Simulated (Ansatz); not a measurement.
# Work function of Os(0001): what the settings cost and change, part 2 of 2

Aim: the work function of Os(0001) against thickness and vacuum, with the cost.

Ansatz 0.2.0; plane-wave DFT, PBE, Ansatz PAW.

So far, work function, upper face (eV): step 2 (run, setting 1 layer) 6.08; step 3 (run, 2 atoms) 5.18; step 4 (slab, 3 atoms) 5.23; step 5 (slab, 4 atoms) 5.39; step 6 (slab, 5 atoms) 5.34.

**7. Slab, 6 atoms**

System of this step: Os(0001). The cell holds 6 atoms: 6 Os. Cell: a = 2.740 Å, b = 2.740 Å, c = 28.816 Å, α = 90.0°, β = 90.0°, γ = 60.0°. Vacuum lies along c.

Contents of input.yaml:

```yaml
crystal:
  lattice:
    - [2.74, 0.0, 0.0]
    - [1.37, 2.3729096064, 0.0]
    - [0.0, 0.0, 28.81615]
  atoms:
    - { symbol: Os, position: [0.6666666667, 0.6666666667, 0.3123248595] }
    - { symbol: Os, position: [0.0, 0.0, 0.3873949157] }
    - { symbol: Os, position: [0.6666666667, 0.6666666667, 0.4624649719] }
    - { symbol: Os, position: [0.0, 0.0, 0.5375350281] }
    - { symbol: Os, position: [0.6666666667, 0.6666666667, 0.6126050843] }
    - { symbol: Os, position: [0.0, 0.0, 0.6876751405] }
kpoints:
  mp_grid: { grid: [17, 17, 1] }
hamiltonian:
  xc: pbe
scf:
  occupations: { method: fermi_dirac, width: 0.1 }
  convergence: { dr2_threshold: 1.0e-09 }
efield:
  axis: 3
  dipole_correction: true
  ramp_position: 0.97
  ramp_width: 0.06
output:
  write_potential: true
  write_density: true
  volumetric_format: npy
```

Command:

```
$ ansatz run input.yaml --threads 2 --pin off --max-ram 3072MiB --backend cpu --events-out ev --progress --plain --runs-dir out
```

Numbers of over 12 decimals in the logs are rounded to 6 here.

Output:

```text
[...]
Crystal: 6 atoms, lattice volume = 187.356 Å³
Basis set: ecut = 420 eV, 3679 PW (Γ)
Bands: 58, of which v1, the nominal top of the filled ones, is band 48 counted from 1 (47 counted from 0)
Symmetry: 6 space group operations
k-points: 33 of 289 (time reversal used)
[...]
k-point 0: bands = [... 44 lower, 6.5706, 6.5706, 6.9385, 7.5915, 7.5915, 8.4140, 8.4140, 8.5027, ... 6 higher]
  k-point 1: bands = [... 44 lower, 6.5946, 6.6730, 6.9681, 7.4933, 7.5368, 8.1849, 8.3511, 8.3674, ... 6 higher]
  k-point 2: bands = [... 44 lower, 6.8062, 6.8115, 6.9713, 7.2268, 7.4924, 7.6460, 8.0307, 8.2792, ... 6 higher]
  k-point 32: bands = [... 44 lower, 7.2851, 7.8108, 8.9496, 9.6322, 9.6365, 10.1423, 10.2091, 10.3349, ... 6 higher]
[key lines of the parts left out:]
SCF converged after 10 iterations
Free energy (F): -68304.892401 eV
Fermi energy:    8.743179 eV
Dipole field:    D = 0.000001 V/Å  (p = 0.000001 e·Å, saw-weighted, corrected)
Work function:   Φ+ = 5.3589 eV   Φ− = 5.3589 eV
```

Wall time 52 s (2 threads of Arm Neoverse N1, shared host); peak memory 0.62 GiB; 89 s of CPU time.

The work function is 5.359 eV, +0.024 eV from the run “5 layers”, at 1.2 times its CPU time.

**8. Run, 8 atoms**

System of this step: Os(0001). The cell holds 8 atoms: 8 Os. Its edges and angles: a = 2.740 Å, b = 2.740 Å, c = 33.143 Å, α = 90.0°, β = 90.0°, γ = 60.0°. Vacuum lies along c.

input.yaml, the sections that differ from step 7:

```yaml
crystal:
  lattice:
    - [2.74, 0.0, 0.0]
    - [1.37, 2.3729096064, 0.0]
    - [0.0, 0.0, 33.14261]
  atoms:
    - { symbol: Os, position: [0.6666666667, 0.6666666667, 0.2715537491] }
    - { symbol: Os, position: [0.0, 0.0, 0.3368241065] }
    - { symbol: Os, position: [0.6666666667, 0.6666666667, 0.4020944639] }
    - { symbol: Os, position: [0.0, 0.0, 0.4673648213] }
    - { symbol: Os, position: [0.6666666667, 0.6666666667, 0.5326351787] }
    - { symbol: Os, position: [0.0, 0.0, 0.5979055361] }
    - { symbol: Os, position: [0.6666666667, 0.6666666667, 0.6631758935] }
    - { symbol: Os, position: [0.0, 0.0, 0.7284462509] }
# kpoints, hamiltonian, scf, efield, output: as in step 7
```

Output:

```text
[...]
Crystal: 8 atoms, lattice volume = 215.486 Å³
Basis set: ecut = 420 eV, 4233 PW (Γ)
Bands: 77, of which v1, the nominal top of the filled ones, is band 64 counted from 1 (63 counted from 0)
Symmetry: 6 space group operations
k-points: 33 of 289 (time reversal used)
[...]
k-point 1: bands = [... 60 lower, 8.8628, 8.9167, 9.5083, 9.6092, 9.6747, 10.1686, 10.2010, 10.5563, ... 9 higher]
  k-point 2: bands = [... 60 lower, 9.0632, 9.0726, 9.2128, 9.5211, 9.5549, 9.7643, 10.1204, 10.1344, ... 9 higher]
  k-point 32: bands = [... 60 lower, 9.9360, 10.7336, 11.7291, 11.8814, 11.8942, 12.3310, 12.4584, 12.5889, ... 9 higher]
[key lines of the parts left out:]
SCF converged after 10 iterations
Free energy (F): -91073.992552 eV
Fermi energy:    10.980366 eV
Dipole field:    D = -0.000000 V/Å  (p = -0.000000 e·Å, saw-weighted, corrected)
Work function:   Φ+ = 5.3488 eV   Φ− = 5.3488 eV
```

It took 95 s on 2 threads; peak memory 0.82 GiB; 2.7 min of CPU time.

The work function is 5.349 eV, -0.010 eV from the run “6 layers”, at 1.8 times its CPU time.

**9. Slab, 10 atoms**

System of this step: Os(0001). The cell holds 10 atoms: 10 Os. Cell: a = 2.740 Å, b = 2.740 Å, c = 37.469 Å, α = 90.0°, β = 90.0°, γ = 60.0°. Vacuum lies along c.

input.yaml, the sections that differ from step 8:

```yaml
crystal:
  lattice:
    - [2.74, 0.0, 0.0]
    - [1.37, 2.3729096064, 0.0]
    - [0.0, 0.0, 37.46907]
  atoms:
    - { symbol: Os, position: [0.6666666667, 0.6666666667, 0.2401981154] }
    - { symbol: Os, position: [0.0, 0.0, 0.2979318675] }
    - { symbol: Os, position: [0.6666666667, 0.6666666667, 0.3556656197] }
    - { symbol: Os, position: [0.0, 0.0, 0.4133993718] }
    - { symbol: Os, position: [0.6666666667, 0.6666666667, 0.4711331239] }
    - { symbol: Os, position: [0.0, 0.0, 0.5288668761] }
    - { symbol: Os, position: [0.6666666667, 0.6666666667, 0.5866006282] }
    - { symbol: Os, position: [0.0, 0.0, 0.6443343803] }
    - { symbol: Os, position: [0.6666666667, 0.6666666667, 0.7020681325] }
    - { symbol: Os, position: [0.0, 0.0, 0.7598018846] }
# kpoints, hamiltonian, scf, efield, output: as in step 8
```

Output:

```text
[...]
Crystal: 10 atoms, lattice volume = 243.615 Å³
Basis set: ecut = 420 eV, 4787 PW (Γ)
Bands: 96, of which v1, the nominal top of the filled ones, is band 80 counted from 1 (79 counted from 0)
Symmetry: 6 space group operations
k-points: 33 of 289 (time reversal used)
[...]
k-point 1: bands = [... 76 lower, 10.6263, 10.8796, 11.1648, 11.2247, 11.5783, 11.6674, 11.6683, 12.1527, ... 12 higher]
  k-point 2: bands = [... 76 lower, 10.7504, 10.7825, 10.9224, 11.1584, 11.2865, 11.3816, 11.5887, 11.7352, ... 12 higher]
  k-point 32: bands = [... 76 lower, 12.1720, 12.9570, 13.5863, 13.5951, 13.8008, 14.0174, 14.1095, 14.2054, ... 12 higher]
[key lines of the parts left out:]
SCF converged after 11 iterations
Free energy (F): -113843.098876 eV
Fermi energy:    12.702807 eV
Dipole field:    D = 0.000002 V/Å  (p = 0.000002 e·Å, saw-weighted, corrected)
Work function:   Φ+ = 5.3558 eV   Φ− = 5.3559 eV
```

Run time: 2.5 min. Hardware: 2 threads; peak memory 1.1 GiB; 4.4 min of CPU time.

The work function is 5.356 eV, +0.007 eV from the run “8 layers”, at 1.6 times its CPU time.

**10. Slab, 13 atoms**

System of this step: Os(0001). The cell holds 13 atoms: 13 Os. Cell: a = 2.740 Å, b = 2.740 Å, c = 43.959 Å, α = 90.0°, β = 90.0°, γ = 60.0°. Vacuum lies along c.

input.yaml, the sections that differ from step 9:

```yaml
crystal:
  lattice:
    - [2.74, 0.0, 0.0]
    - [1.37, 2.3729096064, 0.0]
    - [0.0, 0.0, 43.95876]
  atoms:
    - { symbol: Os, position: [0.0, 0.0, 0.2047373493] }
    - { symbol: Os, position: [0.6666666667, 0.6666666667, 0.2539477911] }
    - { symbol: Os, position: [0.0, 0.0, 0.3031582329] }
    - { symbol: Os, position: [0.6666666667, 0.6666666667, 0.3523686746] }
    - { symbol: Os, position: [0.0, 0.0, 0.4015791164] }
    - { symbol: Os, position: [0.6666666667, 0.6666666667, 0.4507895582] }
    - { symbol: Os, position: [0.0, 0.0, 0.5] }
    - { symbol: Os, position: [0.6666666667, 0.6666666667, 0.5492104418] }
    - { symbol: Os, position: [0.0, 0.0, 0.5984208836] }
    - { symbol: Os, position: [0.6666666667, 0.6666666667, 0.6476313254] }
    - { symbol: Os, position: [0.0, 0.0, 0.6968417671] }
    - { symbol: Os, position: [0.6666666667, 0.6666666667, 0.7460522089] }
    - { symbol: Os, position: [0.0, 0.0, 0.7952626507] }
# kpoints, hamiltonian, scf, efield, output: as in step 9
```

Output:

```text
[...]
Crystal: 13 atoms, lattice volume = 285.810 Å³
Basis set: ecut = 420 eV, 5613 PW (Γ)
Bands: 125, of which v1, the nominal top of the filled ones, is band 104 counted from 1 (103 counted from 0)
Symmetry: 6 space group operations
k-points: 33 of 289 (time reversal used)
[...]
k-point 1: bands = [... 100 lower, 12.6875, 13.0363, 13.0922, 13.1772, 13.3980, 13.4169, 13.6974, 13.7879, ... 17 higher]
  k-point 2: bands = [... 100 lower, 12.7177, 12.7932, 12.8722, 13.0093, 13.2650, 13.2689, 13.3137, 13.5424, ... 17 higher]
  k-point 32: bands = [... 100 lower, 14.7599, 15.4149, 15.5410, 15.5519, 15.9468, 16.0051, 16.0473, 16.0775, ... 17 higher]
[key lines of the parts left out:]
SCF converged after 11 iterations
Free energy (F): -147996.754163 eV
Fermi energy:    14.650069 eV
Dipole field:    D = -0.000001 V/Å  (p = -0.000001 e·Å, saw-weighted, corrected)
Work function:   Φ+ = 5.3535 eV   Φ− = 5.3535 eV
```

Elapsed: 4.1 min, on 2 threads; peak memory 1.5 GiB.

The work function is 5.354 eV, -0.002 eV from the run “10 layers”, at 1.7 times its CPU time.

**11. Run, 7 atoms**

System of this step: Os(0001). The cell holds 7 atoms: 7 Os. Its edges and angles: a = 2.740 Å, b = 2.740 Å, c = 22.979 Å, α = 90.0°, β = 90.0°, γ = 60.0°. Vacuum lies along c.

input.yaml, the sections that differ from step 10:

```yaml
crystal:
  lattice:
    - [2.74, 0.0, 0.0]
    - [1.37, 2.3729096064, 0.0]
    - [0.0, 0.0, 22.97938]
  atoms:
    - { symbol: Os, position: [0.0, 0.0, 0.2175863753] }
    - { symbol: Os, position: [0.6666666667, 0.6666666667, 0.3117242502] }
    - { symbol: Os, position: [0.0, 0.0, 0.4058621251] }
    - { symbol: Os, position: [0.6666666667, 0.6666666667, 0.5] }
    - { symbol: Os, position: [0.0, 0.0, 0.5941378749] }
    - { symbol: Os, position: [0.6666666667, 0.6666666667, 0.6882757498] }
    - { symbol: Os, position: [0.0, 0.0, 0.7824136247] }
# kpoints, hamiltonian, scf, efield, output: as in step 10
```

Output:

```text
[...]
Crystal: 7 atoms, lattice volume = 149.407 Å³
Basis set: ecut = 420 eV, 2927 PW (Γ)
Bands: 68, of which v1, the nominal top of the filled ones, is band 56 counted from 1 (55 counted from 0)
Symmetry: 6 space group operations
k-points: 33 of 289 (time reversal used)
[...]
k-point 1: bands = [... 52 lower, 13.0910, 13.2134, 13.6886, 13.9359, 13.9519, 14.5604, 14.6497, 14.9269, ... 8 higher]
  k-point 2: bands = [... 52 lower, 13.2620, 13.3496, 13.5219, 13.7578, 13.8992, 14.1026, 14.4754, 14.5663, ... 8 higher]
  k-point 32: bands = [... 52 lower, 13.9711, 14.6833, 15.7703, 16.1543, 16.1598, 16.6245, 16.7772, 16.8389, ... 8 higher]
[key lines of the parts left out:]
SCF converged after 10 iterations
Free energy (F): -79689.444278 eV
Fermi energy:    15.266255 eV
Dipole field:    D = -0.000000 V/Å  (p = -0.000000 e·Å, saw-weighted, corrected)
Work function:   Φ+ = 5.3628 eV (in doubt: plateau slope 4.3e-2 eV/Å)   Φ− = 5.3650 eV (in doubt: plateau slope 3.0e-2 eV/Å)
```

Wall time 56 s (2 threads); peak memory 0.6 GiB.

The work function is 5.363 eV. The program marks this work function as in doubt.

**12. Slab, 7 atoms**

The cell differs from the one that the last finished run ended in (c 22.979 → 26.979 Å).

input.yaml, the sections that differ from step 11:

```yaml
crystal:
  lattice:
    - [2.74, 0.0, 0.0]
    - [1.37, 2.3729096064, 0.0]
    - [0.0, 0.0, 26.97938]
  atoms:
    - { symbol: Os, position: [0.0, 0.0, 0.2594574078] }
    - { symbol: Os, position: [0.6666666667, 0.6666666667, 0.3396382719] }
    - { symbol: Os, position: [0.0, 0.0, 0.4198191359] }
    - { symbol: Os, position: [0.6666666667, 0.6666666667, 0.5] }
    - { symbol: Os, position: [0.0, 0.0, 0.5801808641] }
    - { symbol: Os, position: [0.6666666667, 0.6666666667, 0.6603617281] }
    - { symbol: Os, position: [0.0, 0.0, 0.7405425922] }
# kpoints, hamiltonian, scf, efield, output: as in step 11
```

Output:

```text
[...]
Crystal: 7 atoms, lattice volume = 175.414 Å³
Basis set: ecut = 420 eV, 3421 PW (Γ)
Bands: 68, of which v1, the nominal top of the filled ones, is band 56 counted from 1 (55 counted from 0)
Symmetry: 6 space group operations
k-points: 33 of 289 (time reversal used)
[...]
k-point 1: bands = [... 52 lower, 10.0321, 10.1546, 10.6295, 10.8769, 10.8930, 11.5019, 11.5908, 11.8697, ... 8 higher]
  k-point 2: bands = [... 52 lower, 10.2032, 10.2908, 10.4630, 10.6988, 10.8404, 11.0442, 11.4159, 11.5075, ... 8 higher]
  k-point 32: bands = [... 52 lower, 10.9123, 11.6244, 12.7114, 13.0954, 13.1010, 13.5656, 13.7184, 13.7800, ... 8 higher]
[key lines of the parts left out:]
SCF converged after 10 iterations
Free energy (F): -79689.444122 eV
Fermi energy:    12.207433 eV
Dipole field:    D = -0.000000 V/Å  (p = -0.000000 e·Å, saw-weighted, corrected)
Work function:   Φ+ = 5.3675 eV   Φ− = 5.3676 eV
```

Elapsed: 61 s, on 2 threads; peak memory 0.63 GiB; 1.8 min of CPU time.

The work function is 5.368 eV, +0.005 eV from the run “7 layers, 10 Å of vacuum”, at 1.1 times its CPU time.

**13. Run, 7 atoms (run 2)**

The cell differs from the one that the last finished run ended in (c 26.979 → 38.979 Å).

input.yaml, the sections that differ from step 12:

```yaml
crystal:
  lattice:
    - [2.74, 0.0, 0.0]
    - [1.37, 2.3729096064, 0.0]
    - [0.0, 0.0, 38.97938]
  atoms:
    - { symbol: Os, position: [0.0, 0.0, 0.3335096659] }
    - { symbol: Os, position: [0.6666666667, 0.6666666667, 0.3890064439] }
    - { symbol: Os, position: [0.0, 0.0, 0.444503222] }
    - { symbol: Os, position: [0.6666666667, 0.6666666667, 0.5] }
    - { symbol: Os, position: [0.0, 0.0, 0.555496778] }
    - { symbol: Os, position: [0.6666666667, 0.6666666667, 0.6109935561] }
    - { symbol: Os, position: [0.0, 0.0, 0.6664903341] }
# kpoints, hamiltonian, scf, efield, output: as in step 12
```

Output:

```text
[...]
Crystal: 7 atoms, lattice volume = 253.435 Å³
Basis set: ecut = 420 eV, 4985 PW (Γ)
Bands: 68, of which v1, the nominal top of the filled ones, is band 56 counted from 1 (55 counted from 0)
Symmetry: 6 space group operations
k-points: 33 of 289 (time reversal used)
[...]
k-point 0: bands = [... 52 lower, 4.6372, 4.6372, 5.3053, 5.5426, 5.5426, 6.2288, 6.2288, 6.6589, ... 8 higher]
  k-point 1: bands = [... 52 lower, 4.6216, 4.7441, 5.2189, 5.4664, 5.4825, 6.0914, 6.1803, 6.4592, ... 8 higher]
  k-point 2: bands = [... 52 lower, 4.7927, 4.8802, 5.0525, 5.2883, 5.4298, 5.6337, 6.0054, 6.0970, ... 8 higher]
  k-point 32: bands = [... 52 lower, 5.5017, 6.2139, 7.3009, 7.6849, 7.6905, 8.1551, 8.3079, 8.3695, ... 8 higher]
[key lines of the parts left out:]
SCF converged after 10 iterations
Free energy (F): -79689.444111 eV
Fermi energy:    6.796912 eV
Dipole field:    D = 0.000000 V/Å  (p = 0.000000 e·Å, saw-weighted, corrected)
Work function:   Φ+ = 5.3675 eV   Φ− = 5.3675 eV
```

Elapsed: 86 s, on 2 threads; peak memory 0.85 GiB; 2.5 min of CPU time.

The work function is 5.368 eV, -0.000 eV from the run “7 layers, 14 Å of vacuum”, at 1.4 times its CPU time.

**14. The series together**

Times are for 2 threads of Arm Neoverse N1, shared host. Results by setting:

```csv
no.,setting,"work function, upper face (eV)",time,memory (GiB)
1,1 layer,6.081,9.4 s,0.37
2,2 layers,5.178,13 s,0.37
3,3 layers,5.234,23 s,0.42
4,4 layers,5.388,34 s,0.47
5,5 layers,5.335,49 s,0.54
6,6 layers,5.359,52 s,0.62
7,8 layers,5.349,95 s,0.82
8,10 layers,5.356,2.5 min,1.1
9,13 layers,5.354,4.1 min,1.5
10,"7 layers, 10 Å of vacuum",5.363,56 s,0.6
11,"7 layers, 14 Å of vacuum",5.368,61 s,0.63
12,"7 layers, 26 Å of vacuum",5.368,86 s,0.85
```

**15. Varying the input**

System of this step: Os(0001) monolayer. The cell holds 1 atom: 1 Os. Its edges and angles: a = 2.740 Å, b = 2.740 Å, c = 18.000 Å, α = 90.0°, β = 90.0°, γ = 60.0°. Vacuum lies along c.

An input spoilt on purpose, to show how the run answers: it repeats the earlier run “1 layer” with efield.ramp_width from 0.06 to 0.9, and scf.max_iter set to 50; its output block differs too.

input.yaml, the sections that differ from step 13:

```yaml
crystal:
  lattice:
    - [2.74, 0.0, 0.0]
    - [1.37, 2.3729096064, 0.0]
    - [0.0, 0.0, 18.0]
  atoms:
    - { symbol: Os, position: [0.6666666667, 0.6666666667, 0.5] }
scf:
  occupations: { method: fermi_dirac, width: 0.1 }
  convergence: { dr2_threshold: 1.0e-09 }
  max_iter: 50
efield:
  axis: 3
  dipole_correction: true
  ramp_position: 0.97
  ramp_width: 0.9
# kpoints, hamiltonian, output: as in step 13
```

Output:

```text
Engine: ansatz 0.2.0, aarch64-unknown-linux-gnu
Pseudopotentials: kind: paw
Pseudopotential: Os, paw, valence charge 16, recommended cutoff 420 eV (normal), Os.paw.azcp
Functional definition: PBE
  parameter kappa = 0.804
  parameter beta = 0.066725
  exchange = pbe_x(kappa = kappa, mu = beta*pi^2/3)
  correlation = pbe_c(beta = beta)
Crystal: 1 atoms, lattice volume = 117.032 Å³
Basis set: ecut = 420 eV, 2299 PW (Γ)
Bands: 12, of which v1, the nominal top of the filled ones, is band 8 counted from 1 (7 counted from 0)
Symmetry: 12 space group operations
k-points: 33 of 289
Non-local potential: Os, projectors of the file, l = 0: 3, l = 1: 2, l = 2: 2, l = 3: 1
PAW form: soft (Blöchl's): semilocal exchange-correlation on the pseudo side does not see the compensation charge
PAW one-centre angular grid: Os, 590 points (default); XC on 64 Gauss nodes
Initial density: superposition of atomic densities (neutral atoms: chi_scale 0, normalization atom), corrected by the library's trained network
Initial wavefunctions: pseudopotential atomic-orbital guess
Functional: x = pbe(κ = 0.804, μ = 0.219515), c = pbe(β = 0.066725)
Error: efield: ion 0 (Os) at fractional coordinate 0.5000 along the field axis lies inside the sawtooth ramp with 2 of the planes that the density is read on at each end, [0.9540, 0.8860] — the ramp must sit in vacuum (an ion there feels the fictitious reversed slope); set or move the ramp (efield.ramp_position / ramp_width) or move the geometry
```

Elapsed: 0.39 s, on 2 threads; peak memory 0.21 GiB.

The program refused the input before any cycle.

The program's message: “Error: efield: ion 0 (Os) at fractional coordinate 0.5000 along the field axis lies inside the sawtooth ramp with 2 of the planes that the density is read on at each end, [0.9540, 0.8860] — the ramp m …”

The fault put into the input: a ramp so wide that it reaches the atoms.

**16. What came out**

```json
{
  "work function, 1 layer": "6.081 eV",
  "work function, 2 layers": "5.178 eV",
  "work function, 6 layers": "5.359 eV",
  "work function, 13 layers": "5.354 eV"
}
```

In words: The thickest slab gives 5.35 eV, and the settings tried spread the value from 5.18 to 6.08 eV. At 18 Å of vacuum, the slabs from 4 layers on stay within 0.04 eV of the thickest. Going from 10 to 26 Å of vacuum moves it by 0.005 eV. The program marks the value as in doubt in “7 layers, 10 Å of vacuum”. The ladder's slabs use the tabulated experimental lattice constant (two decimals; a low-temperature value for the alkali metals). In 1 run of the series (7 layers, 10 Å of vacuum) the program warns that electrons reach the sawtooth's ramp, which makes dipole and work function less sure.

[Logs are printed without paths, hosts, clocks, repeated set-up lines and the standing remarks that a program may print on its own settings, such as how far it seeks lower states.]

[Hosts, paths, dates, database ids (printed as entryN), source tags and the programs' standing remarks are cut or masked in the printed files.]

[Maps of the electrostatic potential energy from Ansatz leave out the sawtooth potential of an applied field or a dipole correction, so their vacuum need not be flat; planar profiles and work functions include it.]
